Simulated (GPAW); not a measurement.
MgO (Fm-3m): refractive index against wavelength

The refractive index of MgO (Fm-3m) below the direct gap (4.65 eV on the mesh) is read from one computed spectrum, n = √(Re ε).

Cell: a, b, c = 2.982, 2.982, 2.982 Å (primitive vectors), 2 atoms.

Method: GPAW 26.7.0, LDA, RPA, k-mesh 14×14×14, local fields up to 50 eV, Lorentzian half width 0.15 eV.

Launch of the response step: `OMP_NUM_THREADS=1 python df.py`. The run took 22 s, its band step included, on 1 thread of Arm Neoverse V1 (shared host).

```tsv
wavelength (nm)	photon energy E (eV)	n
1064	1.165	1.7728
850	1.459	1.7778
700	1.771	1.7846
633	1.959	1.7894
532	2.331	1.8009
450	2.755	1.8176
405	3.061	?
```

In the single-oscillator model n² − 1 = E₀E_d/(E₀² − E²), so 1/(n² − 1) = E₀/E_d − E²/(E₀E_d) is linear in E².

Working, on the rows shown:

| x = E² (eV²) | y = 1/(n² − 1) |
| --- | --- |
| 1.35784 | 0.466675 |
| 2.12762 | 0.46284 |
| 3.13716 | 0.457708 |
| 3.83641 | 0.454142 |
| 5.43137 | 0.445784 |
| 7.59115 | 0.43409 |

Means: x̄ = 3.9136, ȳ = 0.45354. Σ(x − x̄)(y − ȳ) = -0.1368, Σ(x − x̄)² = 26.16. Slope = -0.1368 / 26.16 = -0.005228; intercept = ȳ − slope · x̄ = 0.474. Turned back into n, the line misses the rows shown by at most 0.00032.

Task: What does the fit predict for the withheld row, and how well does it do?

Result: At x = 9.3718 the line gives y = 0.425, that is 1.8311. The run gave 1.8327, so the extrapolation is off by 0.0016, 3 % of the range in the table.

Refitted with all rows, the slope is -0.005324 and the intercept 0.4743. These give E₀ = √(intercept/−slope) = 9.44 eV and E_d = E₀/intercept = 19.9 eV; E₀ is 2.0 times the direct gap. The electronic limit at long wavelengths, without lattice vibrations, is n = √(1 + 1/intercept) = 1.763. The cell comes from an older database entry, whose edges can be off by a per cent or so. Excitons are left out; LDA gaps are as a rule too small. The values come from a sum over the points of one k-mesh and carry its error, which grows as the direct gap shrinks. This version of GPAW has incomplete matrix elements in the optical limit, which can lower ε − 1 by up to a tenth where first-row anions or d states rule. The local-field cutoff holds few shells of reciprocal vectors for this small cell, so ε∞ can read a few per cent high.

[Logs are printed without paths, hosts, clocks, repeated set-up lines and the standing remarks that a program may print on its own settings, such as how far it seeks lower states.]
